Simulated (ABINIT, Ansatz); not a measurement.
# NaAsF6 (Fm-3m): G0W0 on several meshes in ABINIT

Wanted: mesh dependence and cost of G0W0 for NaAsF6 (Fm-3m).

Program: ABINIT 10.8.3. Level of theory: LDA and many-body steps on it, plane waves. Results are calculated unless marked as measured.

Report form: the programs' logs are mostly left out.

## 1. Starting point

Symmetry: Fm-3m, No. 225, cubic system. The conventional cell has a = 7.966 Å, b = 7.966 Å, c = 7.966 Å, α = 90.00°, β = 90.00°, γ = 90.00°. Nearest to Na lie 6 F at 2.24 Å. As has 6 F at 1.74 Å nearest. F has 1 As at 1.74 Å and 1 Na at 2.24 Å nearest. Farther neighbours and most contacts between anions are not listed.

The cell and positions are those that the Materials Project relaxed with its own functionals (PBE, PBE+U or r2SCAN), kept fixed.

## 2. Empty states on the mesh, 2×2×2 mesh, 260 bands

This step: ABINIT 10.8.3; DFT, LDA, plane waves, norm-conserving pseudopotentials.

The sums over transitions need many empty states on a uniform mesh; this step solves for them.

The input, run.abi:

```
acell 3*1.0 Angstrom
rprim 
  -0.000000000000 3.983049320000 3.983049320000
  3.983049320000 -0.000000000000 3.983049320000
  3.983049320000 3.983049320000 0.000000000000
ntypat 3
znucl 11 33 9
natom 8
typat 1 2 3 3 3 3 3 3
xred 
  0.500000000000 0.500000000000 0.500000000000
  0.000000000000 0.000000000000 0.000000000000
  0.781629880000 0.781629880000 0.218370120000
  0.218370120000 0.781629880000 0.218370120000
  0.781629880000 0.218370120000 0.218370120000
  0.218370120000 0.218370120000 0.781629880000
  0.781629880000 0.218370120000 0.781629880000
  0.218370120000 0.781629880000 0.781629880000
pp_dirpath "pseudos"
pseudos "Na.upf, As.upf, F.upf"
ecut 38
ngkpt 2 2 2
nshiftk 1
shiftk 0 0 0
kptopt 1
chksymbreak 0
iscf -2
irdden 1
istwfk *1
nband 260
nbdbuf 22
tolwfr 1e-09
nstep 60
prtvol 0
indata_prefix "in"
outdata_prefix "out"
tmpdata_prefix "tmp"
```

Command:

```console
> OMP_NUM_THREADS=1 mpirun -n 4 abinit run.abi > log
```

Wall time 1.9 min (4 MPI ranks of Arm Neoverse V2, shared host); peak memory 0.52 GiB; 7.6 min of CPU time.

Numbers from this step:

| Item | Value |
| --- | --- |
| gap | 5.286 eV |
| k of the valence top | 0, 0, 0 |
| k of the conduction bottom | 0, 0, 0 |
| least direct gap | 5.286 eV |
| k points computed | 3 |
| lowest point of the top converged band, above the valence top | 80.3345 eV |

On this mesh the gap is 5.286 eV.

The density comes from a self-consistent run that is not shown.

## 3. Screening, 2×2×2 mesh, 116 bands, screening to 114.3 eV

The RPA dielectric matrix is built and inverted for each q.

This step: RPA screening on LDA, plane waves, norm-conserving pseudopotentials.

run.abi, as its differences from that of step 2:

```diff
@@ -26,10 +26,11 @@
 chksymbreak 0
-iscf -2
-irdden 1
 istwfk *1
-nband 260
-nbdbuf 22
-tolwfr 1e-09
-nstep 60
-prtvol 0
+occopt 1
+irdwfk 1
+optdriver 3
+nband 116
+ecuteps 4.2
+inclvkb 2
+awtr 1
+symchi 1
 indata_prefix "in"
```

Run time: 23 s. Hardware: 4 MPI ranks; peak memory 1.4 GiB.

Numbers from this step:

```
ε∞ with local fields, on this mesh, along the program's q direction : 1.734
the same without local fields                                       : 1.915
plasma frequency                                                    : 26.83 eV
plane waves in the screening matrix                                 : 339
```

Local fields lower ε∞ by 9 %. On a Γ-centred mesh this coarse the value itself is usually too large, while a short band sum pulls it down.

## 4. 2×2×2

The self-energy is evaluated for the states that the input lists, and the levels follow from it, in one-shot runs by the linearised quasiparticle equation.

This step: G0W0 on LDA, plane waves, norm-conserving pseudopotentials.

run.abi, as its differences from that of step 3:

```diff
@@ -29,8 +29,15 @@
 irdwfk 1
-optdriver 3
+optdriver 4
 nband 116
+gwcalctyp 0
+ecutsigx 38
+symsigma 1
+nkptgw 1
+kptgw 
+  0.0000000000 0.0000000000 0.0000000000
+bdgw 
+  31 35
 ecuteps 4.2
-inclvkb 2
-awtr 1
-symchi 1
+irdscr 1
+ppmodel 1
 indata_prefix "in"
```

Wall time 5.4 s (4 MPI ranks); peak memory 1.3 GiB; 21 s of CPU time.

Numbers from this step:

```yaml
g0w0_gap_on_the_points_computed: 10.54 eV
starting_gap_on_the_mesh: 5.286 eV
k_of_the_valence_top: 0, 0, 0
k_of_the_conduction_bottom: 0, 0, 0
z_at_the_valence_top: 0.826
z_at_the_conduction_bottom: 0.881
least_direct_g0w0_gap_on_the_computed_points: 10.54 eV
```

The gap on the mesh goes from 5.29 eV to 10.54 eV, a correction of +5.25 eV.

## 5. Empty states on the mesh, 4×4×4 mesh, 126 bands

This step: DFT, LDA, plane waves, norm-conserving pseudopotentials.

run.abi, as its differences from that of step 4:

```diff
@@ -21,3 +21,3 @@
 ecut 38
-ngkpt 2 2 2
+ngkpt 4 4 4
 nshiftk 1
@@ -26,18 +26,10 @@
 chksymbreak 0
+iscf -2
+irdden 1
 istwfk *1
-occopt 1
-irdwfk 1
-optdriver 4
-nband 116
-gwcalctyp 0
-ecutsigx 38
-symsigma 1
-nkptgw 1
-kptgw 
-  0.0000000000 0.0000000000 0.0000000000
-bdgw 
-  31 35
-ecuteps 4.2
-irdscr 1
-ppmodel 1
+nband 126
+nbdbuf 10
+tolwfr 1e-09
+nstep 60
+prtvol 0
 indata_prefix "in"
```

Run time: 78 s. Hardware: 4 MPI ranks; peak memory 0.55 GiB; 5.2 min of CPU time.

This step gave:

```
gap                                                           : 5.286 eV
k of the valence top                                          : 0, 0, 0
k of the conduction bottom                                    : 0, 0, 0
least direct gap                                              : 5.286 eV
k points computed                                             : 8
lowest point of the top converged band, above the valence top : 44.97 eV
```

On this mesh the gap is 5.286 eV.

## 6. Screening, 4×4×4 mesh, 116 bands, screening to 114.3 eV

This step: RPA screening on LDA, plane waves, norm-conserving pseudopotentials.

run.abi, as its differences from that of step 5:

```diff
@@ -26,10 +26,11 @@
 chksymbreak 0
-iscf -2
-irdden 1
 istwfk *1
-nband 126
-nbdbuf 10
-tolwfr 1e-09
-nstep 60
-prtvol 0
+occopt 1
+irdwfk 1
+optdriver 3
+nband 116
+ecuteps 4.2
+inclvkb 2
+awtr 1
+symchi 1
 indata_prefix "in"
```

It took 2.6 min on 4 MPI ranks; peak memory 2.7 GiB; 10 min of CPU time.

Numbers from this step:

```yaml
eps_infinity_with_local_fields_on_this_mesh_along_the_program_s_q_direction: 1.726
the_same_without_local_fields: 1.907
plasma_frequency: 26.83 eV
plane_waves_in_the_screening_matrix: 339
```

## 7. 4×4×4

This step: G0W0 on LDA, plane waves, norm-conserving pseudopotentials.

run.abi, as its differences from that of step 6:

```diff
@@ -29,8 +29,15 @@
 irdwfk 1
-optdriver 3
+optdriver 4
 nband 116
+gwcalctyp 0
+ecutsigx 38
+symsigma 1
+nkptgw 1
+kptgw 
+  0.0000000000 0.0000000000 0.0000000000
+bdgw 
+  31 35
 ecuteps 4.2
-inclvkb 2
-awtr 1
-symchi 1
+irdscr 1
+ppmodel 1
 indata_prefix "in"
```

Elapsed: 9.7 s, on 4 MPI ranks; peak memory 2.2 GiB; 38 s of CPU time.

This step gave:

```
G0W0 gap on the points computed              : 10.72 eV
starting gap on the mesh                     : 5.286 eV
k of the valence top                         : 0, 0, 0
k of the conduction bottom                   : 0, 0, 0
Z at the valence top                         : 0.823
Z at the conduction bottom                   : 0.878
least direct G0W0 gap on the computed points : 10.72 eV
```

Against G0W0 in ABINIT (2×2×2 mesh, 116 bands, screening to 114.3 eV, Godby-Needs plasmon pole), the gap moves by +0.182 eV.

## 8. The runs together

Times are wall times on 4 MPI ranks of Arm Neoverse V2, shared host, good to a factor of about two. A run's time includes the screening step that it read.

| run | mesh | bands | screening cutoff (eV) | DFT gap (eV) | gap on the mesh (eV) | direct (eV) | ε∞ used | time |
| --- | --- | --- | --- | --- | --- | --- | --- | --- |
| 2×2×2 | 2×2×2 | 116 | 114.3 | 5.286 | 10.539 | 10.539 | 1.73 | 28 s |
| 4×4×4 | 4×4×4 | 116 | 114.3 | 5.286 | 10.721 | 10.721 | 1.73 | 2.8 min |

## 9. Outcome

```
2×2×2        : 10.539 eV
4×4×4        : 10.721 eV
known limits : not at the basis limit; exchange with frozen shells missing; no spin-orbit coupling; coarse k mesh
```

In words: 4×4×4: +0.182 eV against 2×2×2. Bands and cutoff are finite, so the gap is not at the basis limit. The miss can reach some tenths of an eV and take either sign; the mesh is an error of its own. In the G0W0 runs levels were corrected at 1 k point alone, so a gap called «on the mesh» is the least over those, and an edge elsewhere would be missed. The 2×2×2 mesh is coarse for this cell, which bears on the long-range parts of exchange and screening. The norm-conserving file of at least one element keeps a d shell over frozen s and p shells of the same row. Exchange with those shells is missing from the self-energy, an error of 0.3 to 0.9 eV in cases checked, whose sign depends on which edge lies on those atoms. The many-body steps are scalar-relativistic: spin-orbit coupling is not in them.

[Paths, hosts, dates, memory and timing lines, banners, echoed tables and standing remarks are left out of the program output.]

[Logs are printed without paths, hosts, clocks, repeated set-up lines and the standing remarks that a program may print on its own settings, such as how far it seeks lower states.]

[Runs of the session that timed out or met a known fault of the program may be left out.]

[Hosts, paths, dates, database ids (printed as entryN), source tags and the programs' standing remarks are cut or masked in the printed files.]

[G0W0 gaps are taken among the corrected bands and points alone; a level outside them can change the order at an edge.]

[Where Ansatz stands beside ABINIT at settings called matched, ABINIT's density can come from a denser mesh and the files from another edition; pairs whose starting gaps differed by over 0.03 eV were left out, so agreement reads better than it is.]
